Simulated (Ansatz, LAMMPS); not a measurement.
## Convergence of a linear-scaling basis for Li+ TFSI- in tetrahydrofuran and diglyme at 350 K (88 atoms)

Wanted: errors and times of a linear-scaling basis for Li+ TFSI- in tetrahydrofuran and diglyme at 350 K (88 atoms). A setting counts as converged where the r.m.s. difference of forces stays under 1 % of the r.m.s. force.

Main program and level: Ansatz 0.2.0; Kohn-Sham DFT, PBE+D3(BJ), PAW (set soft_2), plane waves.

**1. The system as given**

The cell holds 88 atoms: 22 C, 12 O, 44 H, 1 N, 2 S, 6 F and 1 Li. Its edges and angles: a = 9.985 Å, b = 9.985 Å, c = 9.985 Å, α = 90.0°, β = 90.0°, γ = 90.0°. 2 tetrahydrofuran, 2 diglyme, 1 Li+, 1 TFSI- placed at random, at 1.17 g/cm³; overlaps pushed apart, then 10 ps at 550 K with Joung-Cheatham ions (J. Phys. Chem. B 112, 9020 (2008)); MMFF94 bonds, angles, torsions, charges and radii (Halgren, J. Comput. Chem. 17, 490 (1996)) in harmonic and 12-6 forms; charges of ions scaled by 0.8. Snapshot after 30 ps at 350 K and fixed volume.

Before any run, some limits are plain. The network of contacts between molecules at the start is that of the classical potential that made the cell, and needn't be the one that DFT or experiment would give. The density was typed from a rule of thumb and may lie off the real one at this temperature. Only the Γ point is sampled, in a cell whose shortest periodic width is 10 Å.

**2. The classical run that made the cell**

A classical potential supplies the starting structure, since it reaches far longer times than DFT.

This step: classical MD, Joung-Cheatham ions (J. Phys. Chem. B 112, 9020 (2008)); MMFF94 bonds, angles, torsions, charges and radii (Halgren, J. Comput. Chem. 17, 490 (1996)) in harmonic and 12-6 forms; charges of ions scaled by 0.8 (LAMMPS 22 Jul 2025 - Update 4).

Input file in.lmp:

```
# Li+ TFSI- in tetrahydrofuran and diglyme
units real
atom_style full
boundary p p p
bond_style harmonic
angle_style harmonic
dihedral_style opls
improper_style harmonic
special_bonds lj 0 0 0.5 coul 0 0 0.75
read_data data.lmp
neigh_modify delay 0 every 1 check yes one 4000
comm_modify cutoff 12.0
timestep 0.5
thermo_style custom step time temp pe press density
thermo_modify norm yes
# push overlapping molecules apart
pair_style soft 2.6
pair_coeff * * 0.0
variable a equal ramp(1,60)
fix ad all adapt 1 pair soft a * * v_a
velocity all create 550 84142 mom yes dist gaussian
fix lim all nve/limit 0.03
fix lan all langevin 550 550 50 84143 zero yes
thermo 1000
run 3000 post no
unfix ad
pair_style lj/cut/coul/long 9.0
pair_modify mix arithmetic tail yes
pair_coeff 1 1 0.0678 3.3680   # C
pair_coeff 2 2 0.0763 3.0430   # O
pair_coeff 3 3 0.0216 2.5400   # H
pair_coeff 4 4 0.0721 3.5530   # N
pair_coeff 5 5 0.2681 3.4180   # S
pair_coeff 6 6 0.0763 3.0960   # O
# [... 20 lines left out ...]
compute msd all msd com yes
thermo 7500
fix md all nvt temp 350 350 100
run 30000 post no
print "== T350: mean square displacement over the hold $(c_msd[4]:%.2f) A^2"
unfix md
uncompute msd
write_dump all custom T350.dump id type xs ys zs modify sort id
```

Started as:

```
lmp -in in.lmp -log none -nocite
```

The log of the run:

```text
LAMMPS (22 Jul 2025 - Update 4)
Reading data file ...
  orthogonal box = (0 0 0) to (9.98506 9.98506 9.98506)
  88 atoms
  orthogonal box = (0 0 0) to (9.98506 9.98506 9.98506)
  84 bonds
  153 angles
  162 dihedrals
WARNING: Bond/angle/dihedral extent > half of periodic box length
   Step          Time           Temp          PotEng         Press         Density
         0   0              550            0.70041477    -6900.8935      1.1670011
      1000   500            560.74236      2.241231       25179.208      1.1670011
      2000   1000           518.743        2.1992113      5687.1588      1.1670011
      3000   1500           485.8889       2.2746623      9699.5509      1.1670011
WARNING: Bond/angle/dihedral extent > half of periodic box length
Loop time of 0.234389 s on 1 MPI rank(s) for 3000 steps with 88 atoms
PPPM initialization ...
  G vector (1/distance) = 0.27990388
  grid = 5 5 5
  estimated relative force accuracy = 4.6050872e-05
WARNING: Bond/angle/dihedral extent > half of periodic box length
   Step          Time           Temp          PotEng         Press         Density
      3000   1500           485.8889       3.0600109     -4144.9466      1.1670011
[... 17 lines left out ...]
Loop time of 0.666019 s on 1 MPI rank(s) for 2000 steps with 88 atoms
WARNING: Bond/angle/dihedral extent > half of periodic box length
   Step          Time           Temp          PotEng         Press         Density
      2000   1000           509.66951      2.0020795      4760.9014      1.1670011
[... 5 lines left out ...]
WARNING: Bond/angle/dihedral extent > half of periodic box length
Loop time of 3.5547 s on 1 MPI rank(s) for 10000 steps with 88 atoms
WARNING: Bond/angle/dihedral extent > half of periodic box length
   Step          Time           Temp          PotEng         Press         Density
[... 4 lines left out ...]
WARNING: Bond/angle/dihedral extent > half of periodic box length
Loop time of 1.76241 s on 1 MPI rank(s) for 5000 steps with 88 atoms
WARNING: Bond/angle/dihedral extent > half of periodic box length
   Step          Time           Temp          PotEng         Press         Density
[... 2 lines left out ...]
     30000   29000          404.30505      1.4190667      4461.1637      1.1670011
     37500   36500          367.21666      1.4658913     -5570.5309      1.1670011
     45000   44000          383.50194      1.5053257     -14278.013      1.1670011
     47000   46000          310.99577      1.2447247     -3095.1815      1.1670011
WARNING: Bond/angle/dihedral extent > half of periodic box length
Loop time of 10.3453 s on 1 MPI rank(s) for 30000 steps with 88 atoms
== T350: mean square displacement over the hold 19.34 A^2
```

It took 17 s on 1 thread of Arm Neoverse V1, shared host; peak memory 0.12 GiB.

The input also reads data.lmp (atoms, bonds and types; not printed here).

**3. Plane-wave single point**

The first run fixes the reference, at a cutoff of 420 eV.

Input file input.yaml:

```yaml
crystal:
  lattice:
    - [9.98506, 0.0, 0.0]
    - [0.0, 9.98506, 0.0]
    - [0.0, 0.0, 9.98506]
  atoms:
    - { symbol: C, position: [0.24977, 0.97758, 0.01116] }
    - { symbol: O, position: [0.35878, 0.06226, 0.05774] }
    - { symbol: C, position: [0.39791, 0.15614, 0.96037] }
    - { symbol: C, position: [0.48804, 0.26282, 0.02293] }
    - { symbol: O, position: [0.59177, 0.17688, 0.089] }
    - { symbol: C, position: [0.67906, 0.25729, 0.16665] }
    - { symbol: C, position: [0.76539, 0.16246, 0.2438] }
    - { symbol: O, position: [0.68586, 0.04331, 0.28314] }
    - { symbol: C, position: [0.75228, 0.9662, 0.38359] }
    - { symbol: H, position: [0.25255, 0.88216, 0.07118] }
    - { symbol: H, position: [0.26865, 0.96331, 0.89874] }
    - { symbol: H, position: [0.15619, 0.02155, 0.03099] }
    - { symbol: H, position: [0.30592, 0.19927, 0.91883] }
    - { symbol: H, position: [0.45962, 0.09995, 0.88111] }
    - { symbol: H, position: [0.53235, 0.32754, 0.94211] }
    - { symbol: H, position: [0.43066, 0.32488, 0.09674] }
    - { symbol: H, position: [0.6251, 0.32083, 0.23855] }
    - { symbol: H, position: [0.74223, 0.32683, 0.10846] }
    - { symbol: H, position: [0.85707, 0.14128, 0.18181] }
    - { symbol: H, position: [0.79791, 0.2168, 0.33002] }
    - { symbol: H, position: [0.71777, 0.86394, 0.38124] }
    - { symbol: H, position: [0.86064, 0.97022, 0.36328] }
    - { symbol: H, position: [0.72913, 0.99061, 0.48497] }
    - { symbol: C, position: [0.43466, 0.81717, 0.3161] }
    - { symbol: O, position: [0.49684, 0.83086, 0.19074] }
    - { symbol: C, position: [0.46767, 0.70479, 0.12385] }
    - { symbol: C, position: [0.48762, 0.72115, 0.97713] }
    - { symbol: O, position: [0.62976, 0.70769, 0.9483] }
    - { symbol: C, position: [0.64761, 0.75375, 0.81306] }
    - { symbol: C, position: [0.77955, 0.69505, 0.7647] }
    - { symbol: O, position: [0.88774, 0.77643, 0.81389] }
    - { symbol: C, position: [0.01422, 0.71851, 0.77826] }
    - { symbol: H, position: [0.45552, 0.90042, 0.37484] }
    - { symbol: H, position: [0.4811, 0.73162, 0.36989] }
    - { symbol: H, position: [0.32805, 0.79965, 0.31572] }
    - { symbol: H, position: [0.53118, 0.62022, 0.1593] }
    - { symbol: H, position: [0.3615, 0.68757, 0.14442] }
    - { symbol: H, position: [0.44761, 0.8176, 0.94303] }
    - { symbol: H, position: [0.43046, 0.63671, 0.93761] }
    - { symbol: H, position: [0.64928, 0.86355, 0.80148] }
    - { symbol: H, position: [0.56259, 0.71182, 0.74778] }
    - { symbol: H, position: [0.7879, 0.59771, 0.8003] }
    - { symbol: H, position: [0.77759, 0.70319, 0.65414] }
    - { symbol: H, position: [0.02083, 0.69, 0.66964] }
    - { symbol: H, position: [0.02402, 0.63505, 0.8494] }
    - { symbol: H, position: [0.0989, 0.78606, 0.79341] }
    - { symbol: "N", position: [0.2702, 0.21825, 0.54941] }
    - { symbol: S, position: [0.35234, 0.34728, 0.56691] }
    - { symbol: O, position: [0.33583, 0.41203, 0.69811] }
    - { symbol: O, position: [0.35025, 0.43366, 0.45161] }
    - { symbol: C, position: [0.51647, 0.28245, 0.5742] }
    - { symbol: F, position: [0.5785, 0.3033, 0.45777] }
    - { symbol: F, position: [0.59395, 0.34763, 0.66868] }
    - { symbol: F, position: [0.52289, 0.14641, 0.6043] }
    - { symbol: S, position: [0.26887, 0.16682, 0.39533] }
    - { symbol: O, position: [0.38984, 0.17436, 0.31305] }
    - { symbol: O, position: [0.21096, 0.03502, 0.3851] }
    - { symbol: C, position: [0.15403, 0.28024, 0.31323] }
    - { symbol: F, position: [0.0572, 0.21511, 0.24936] }
    - { symbol: F, position: [0.22249, 0.35825, 0.22153] }
    - { symbol: F, position: [0.08824, 0.36772, 0.38441] }
    - { symbol: C, position: [0.00957, 0.61456, 0.17868] }
    - { symbol: C, position: [0.01837, 0.63134, 0.32987] }
    - { symbol: C, position: [0.88646, 0.58176, 0.37026] }
    - { symbol: O, position: [0.78803, 0.60564, 0.27049] }
    - { symbol: C, position: [0.86455, 0.65744, 0.15933] }
    - { symbol: H, position: [0.01644, 0.51042, 0.15137] }
    - { symbol: H, position: [0.08917, 0.65877, 0.1133] }
    - { symbol: H, position: [0.02209, 0.73787, 0.36712] }
    - { symbol: H, position: [0.09707, 0.57882, 0.38224] }
    - { symbol: H, position: [0.89358, 0.47184, 0.37548] }
    - { symbol: H, position: [0.84952, 0.6184, 0.47268] }
    - { symbol: H, position: [0.85914, 0.77557, 0.17255] }
    - { symbol: H, position: [0.82408, 0.61515, 0.07164] }
    - { symbol: C, position: [0.89276, 0.32498, 0.84461] }
    - { symbol: C, position: [0.90585, 0.17697, 0.8415] }
    - { symbol: C, position: [0.88892, 0.14452, 0.69545] }
    - { symbol: O, position: [0.92093, 0.26226, 0.61576] }
    - { symbol: C, position: [0.94546, 0.36927, 0.7063] }
    - { symbol: H, position: [0.95478, 0.36559, 0.92323] }
    - { symbol: H, position: [0.79081, 0.35112, 0.85614] }
    - { symbol: H, position: [0.83519, 0.12696, 0.90591] }
    - { symbol: H, position: [0.00225, 0.14469, 0.87229] }
    - { symbol: H, position: [0.94891, 0.05834, 0.66223] }
    - { symbol: H, position: [0.78522, 0.13329, 0.6767] }
    - { symbol: H, position: [0.90041, 0.46534, 0.67592] }
    - { symbol: H, position: [0.05759, 0.3806, 0.7117] }
    - { symbol: Li, position: [0.51461, 0.03159, 0.17712] }
kpoints:
  mp_grid: { grid: [1, 1, 1] }
hamiltonian:
  xc: pbe
  dispersion: d3bj
scf:
  occupations: { method: gaussian, width: 0.05 }
output:
  forces: true
  stress: true
  populations: true
  dos:
    method: { smearing: { sigma: 0.1 } }
    de: 0.1
    projected: { site_lists: { C: [C], F: [F], H: [H], Li: [Li], "N": ["N"] } }
  eigenvalues: true
  write_density: true
  write_potential: true
  volumetric_format: npy
  elf: true
```

Started as:

```
ansatz run input.yaml --threads 4 --pin off --max-ram 8192MiB --backend cpu --events-out ev --progress --plain --runs-dir out
```

The log of the run:

```text
Engine: ansatz 0.2.0, aarch64-unknown-linux-gnu
Pseudopotentials: kind: paw
Pseudopotential: C, paw, valence charge 4, recommended cutoff 420 eV (normal), C.paw.azcp
Pseudopotential: O, paw, valence charge 6, recommended cutoff 420 eV (normal), O.paw.azcp
Pseudopotential: H, paw, valence charge 1, recommended cutoff 420 eV (normal), H.paw.azcp
Pseudopotential: N, paw, valence charge 5, recommended cutoff 420 eV (normal), N.paw.azcp
Pseudopotential: S, paw, valence charge 6, recommended cutoff 420 eV (normal), S.paw.azcp
Pseudopotential: F, paw, valence charge 7, recommended cutoff 420 eV (normal), F.paw.azcp
Pseudopotential: Li, paw, valence charge 3, recommended cutoff 420 eV (normal), Li.paw.azcp
[... 5 lines on functional and potentials left out ...]
Crystal: 88 atoms, lattice volume = 995.525 Å³
Basis set: ecut = 420 eV, 19549 PW (Γ), exchange–correlation on 144×144×144 points (8 copies of the dense FFT grid, shifted against one another)
Bands: 221, of which v1, the nominal top of the filled ones, is band 133 counted from 1 (132 counted from 0)
Symmetry: 1 space group operations
Space group: P1 (ITA 1), of the structure as read, at distance tolerance 1.0e-4 Å
k-points: 1
[... 15 lines on functional and potentials left out ...]
Initial density: superposition of atomic densities (neutral atoms: chi_scale 0, normalization atom), corrected by the library's trained network
Initial wavefunctions: pseudopotential atomic-orbital guess
Functional: x = pbe(κ = 0.804, μ = 0.219515), c = pbe(β = 0.066725)
SCF iter   1: F=—  HF=-20267.067692 eV  |F-HF|=—  |Δ(HF+E_count)|=         —  Δρ=6.97e-3  dr2=8.43e-1  ethr=1.77e-3  ⟨swp⟩=6.0  Hψ=1063  notcnv=0  defer=26
preconditioner: auto → Resta (q_TF=auto, 2.190 Å⁻¹)  ε∞=2.4  [insulator: Δε(μ)=4.969 eV  Ē_g=15.952 eV  σ=0.050 eV  W_gap=1.00  n_scr=178 (ndim 8)  ℏωp=18.7 eV  f_vac=0.303  D(μ)=0.00/eV (n_scr^D=0)  ε∞_Penn≈2.4]
SCF iter   2: F=—  HF=-20266.840875 eV  |F-HF|=—  |Δ(HF+E_count)|=   2.27e-1  Δρ=3.88e-3  dr2=1.75e-1  ethr=3.17e-4  ⟨swp⟩=2.0  Hψ=280  notcnv=0  defer=84
SCF iter   3: F=—  HF=-20266.806410 eV  |F-HF|=—  |Δ(HF+E_count)|=   3.45e-2  Δρ=1.65e-3  dr2=5.25e-2  ethr=6.59e-5  ⟨swp⟩=2.0  Hψ=261  notcnv=0  defer=84
SCF iter   4: F=—  HF=-20266.792660 eV  |F-HF|=—  |Δ(HF+E_count)|=   1.37e-2  Δρ=6.50e-4  dr2=6.52e-3  ethr=1.97e-5  ⟨swp⟩=3.0  Hψ=381  notcnv=0  defer=79
SCF iter   5: F=—  HF=-20266.791485 eV  |F-HF|=—  |Δ(HF+E_count)|=   1.18e-3  Δρ=4.29e-4  dr2=1.85e-3  ethr=2.45e-6  ⟨swp⟩=2.0  Hψ=276  notcnv=0  defer=79
SCF iter   6: F=—  HF=-20266.791140 eV  |F-HF|=—  |Δ(HF+E_count)|=   3.45e-4  Δρ=1.83e-4  dr2=3.15e-4  ethr=6.95e-7  ⟨swp⟩=2.0  Hψ=268  notcnv=0  defer=79
SCF iter   7: F=—  HF=-20266.791087 eV  |F-HF|=—  |Δ(HF+E_count)|=   5.35e-5  Δρ=4.29e-5  dr2=2.06e-5  ethr=1.18e-7  ⟨swp⟩=2.0  Hψ=268  notcnv=0  defer=79
SCF iter   8: F=—  HF=-20266.791979 eV  |F-HF|=—  |Δ(HF+E_count)|=   8.93e-4  Δρ=2.83e-5  dr2=6.99e-6  ethr=7.76e-9  ⟨swp⟩=2.0  Hψ=354  notcnv=0  defer=79
SCF iter   9: F=—  HF=-20266.791978 eV  |F-HF|=—  |Δ(HF+E_count)|=   1.42e-6  Δρ=7.66e-6  dr2=6.04e-7  ethr=2.63e-9  ⟨swp⟩=2.0  Hψ=266  notcnv=0  defer=79
SCF iter  10: F=-20266.791978 eV  HF=-20266.791978 eV  |F-HF|=8.50e-8  |Δ(HF+E_count)|=   1.13e-7  Δρ=3.10e-6  dr2=9.97e-8  ethr=3.76e-11  ⟨swp⟩=19.0  Hψ=2011  notcnv=0
SCF 1 converged in 10 iterations: F = -20266.791978 eV  dr2 = 9.97e-8
  greatest PAW one-centre occupation: 1.000 electrons in one spin orbital (limit 2), on the Li atom at site 87 (counted from 0), in its partial waves of l = 0
WARN: The input density's exchange-correlation potential varies sharply where the density is thin. Do not read a vacuum level from v_tot or v_xc, or from such a field of the output density. On a cell that repeats whose density bears no net charge and no dipole along the vacuum's axis use v_es (v_loc + v_h of the components); [...]
SCF converged after 10 iterations
Free energy (F): -20266.791978 eV
Harris-Foulkes:  -20266.791978 eV  (|F-HF|=8.50e-8)
Internal energy: -20266.791978 eV  (E = F + TS)
E sigma→0 (E₀):  -20266.791978 eV
Fermi energy:    1.910998 eV
--- Per-component energies (eV) ---
  E_band       = -2402.257796
  E_kinetic    = 6357.020176
  E_local      = -26784.636640  (includes V_loc(G=0)·N_el)
  E_nonlocal   = 1751.973669
  E_hartree    = 10575.231844
  E_xc         = -3081.354178
  E_vxc        = -3826.761131  (∫ρ·V_xc dr)
  E_paw        = -6661.502247  (= ΣΔE_a)
  E_vpaw       = -1050.302247  (= ΣTr[D̂ρ^β])
  E_aug_tail   = -0.019217  (compensation charges beyond the density's cutoff)
  E_ewald      = -2419.226571
  E_disp       = -4.278814  (pairwise vdW)
  E_smearing   = -0.000000  (= −TS)
  E_closure    = -0.000000  (closes the sum)
  Σ components = -20266.791978   (vs F -20266.791978, Δ=0.00e0)
--- Forces (eV/Å), atoms counted from 1 ---
  atom   1  C      2.38017499    -0.96742125    -0.67796501
  atom   2  O     -0.61484610    -0.81948336     0.61825115
  atom   3  C      0.59134264     0.04804325    -1.13927211
  atom   4  C     -0.03816076    -1.06816347    -0.12372921
  atom   5  O     -0.86121890     2.20521937    -1.22433784
  atom   6  C     -0.14433045     0.19688701     0.69660626
  atom   7  C      0.27124787    -0.86875081    -0.53000237
  atom   8  O      0.72465922     1.13957052    -0.22718769
  atom   9  C      0.64951604    -0.30757804    -0.92353115
  atom  10  H      0.17956137     0.66659856    -0.70609599
  atom  11  H     -0.60724610    -0.28488497     1.26518725
  atom  12  H     -1.47218695     0.98689392     0.07642979
  atom  13  H      0.19786639     0.33707210    -0.48774427
  atom  14  H     -0.81043057     0.74636819     0.45226771
[...]
atom  87  H     -0.59736988     0.32004350     0.05173016
  atom  88  Li    -0.14874256    -0.31637379     0.35027816
  max |Σ_I F_I| component: 2.01e-4 eV/Å
--- Stress (GPa, compression-positive) ---
        2.085584       0.022333       1.402633
        0.022332       1.379852       0.310549
        1.402632       0.310549       1.600938
  P = ⅓ Tr σ = 1.6888 GPa (16.888 kbar)
--- Band table (eV) ---
  k-point 0: bands = ["-44.0185", "-28.6670", "-27.9360", "-26.1864", [... 205 levels ...], "10.2897", "10.3957", "10.4118", "10.4937", "10.5926", "10.6586", "10.7119", "10.7713", "10.9030", "10.9924", "11.0506", "11.1565"]
--- Löwdin populations: 88 sites ---
  site symbol       q [e]
     0      C      4.2205
     1      O      6.3592
     2      C      4.0468
[...]
87     Li      2.2431
  spilling = 0.014375 (of n_electrons = 266.000000)
```

Elapsed: 11 s, on 4 threads of Arm Neoverse V1, shared host; peak memory 1.1 GiB; 38 s of CPU time.

The program notes that the exchange-correlation potential is rough where the density is thin.

The run gave:

```yaml
free_energy: -20266.7920 eV
free_energy_per_atom: -230.3045 eV/atom
scf_cycles: 10
pressure: 1.689 GPa
r_m_s_force_component: 0.8685 eV/Å
longest_force: 3.842 eV/Å
fermi_energy: 1.911 eV
spacing_of_highest_filled_and_lowest_empty_level: 4.194 eV
spilling_of_the_projection: 0.01438
```

The r.m.s. force component of 0.87 eV/Å and the pressure of 1.7 GPa set the scale for the differences below.

(Part 1 of 4 ends here.)

[Long decimals in the printed logs are rounded to 6 places.]

[Logs are printed without paths, hosts, clocks, repeated set-up lines and the standing remarks that a program may print on its own settings, such as how far it seeks lower states.]

[Hosts, paths, dates, database ids (printed as entryN), source tags and the programs' standing remarks are cut or masked in the printed files.]

[The MMFF94 radii named for the starting cell were scaled by 0.96; in molecules described by MMFF94, hydrogen bound to N, O or S took a small fixed 12-6 site in their place.]
